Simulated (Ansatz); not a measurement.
# Direct or indirect: ZnSe (F-43m)

```
Se Zn
1.0
     0.00000    2.83380    2.83380
     2.83380    0.00000    2.83380
     2.83380    2.83380    0.00000
Se Zn
1 1
Direct
  0.75000 0.75000 0.75000
  0.00000 0.00000 0.00000
```

Method: Ansatz, PBE, independent particles, without spin-orbit coupling, line width 0.1 eV (Gaussian). The band structure gives a fundamental gap of 1.29 eV. The spectrum of vertical transitions near the edge:

```json
{"E (eV)": "0.84", "Im ε, E ∥ xyz": "0.00"}
{"E (eV)": "0.96", "Im ε, E ∥ xyz": "0.00"}
{"E (eV)": "1.08", "Im ε, E ∥ xyz": "0.00"}
{"E (eV)": "1.20", "Im ε, E ∥ xyz": "0.04"}
{"E (eV)": "1.32", "Im ε, E ∥ xyz": "0.35"}
{"E (eV)": "1.44", "Im ε, E ∥ xyz": "0.74"}
{"E (eV)": "1.56", "Im ε, E ∥ xyz": "0.96"}
{"E (eV)": "1.68", "Im ε, E ∥ xyz": "1.11"}
{"E (eV)": "1.80", "Im ε, E ∥ xyz": "1.20"}
{"E (eV)": "1.92", "Im ε, E ∥ xyz": "1.32"}
{"E (eV)": "2.04", "Im ε, E ∥ xyz": "1.40"}
{"E (eV)": "2.16", "Im ε, E ∥ xyz": "1.50"}
{"E (eV)": "2.28", "Im ε, E ∥ xyz": "1.59"}
{"E (eV)": "2.40", "Im ε, E ∥ xyz": "1.70"}
{"E (eV)": "2.52", "Im ε, E ∥ xyz": "1.83"}
{"E (eV)": "2.64", "Im ε, E ∥ xyz": "1.96"}
```

**Question.** Is the gap direct or indirect, and about where do vertical transitions set in?

**Answer.** Direct: the band path has its least direct gap at the fundamental one, 1.29 eV, and the curves rise from there. Lines are broadened by 0.1 eV, which spreads the edge.

[Logs are printed without paths, hosts, clocks, repeated set-up lines and the standing remarks that a program may print on its own settings, such as how far it seeks lower states.]
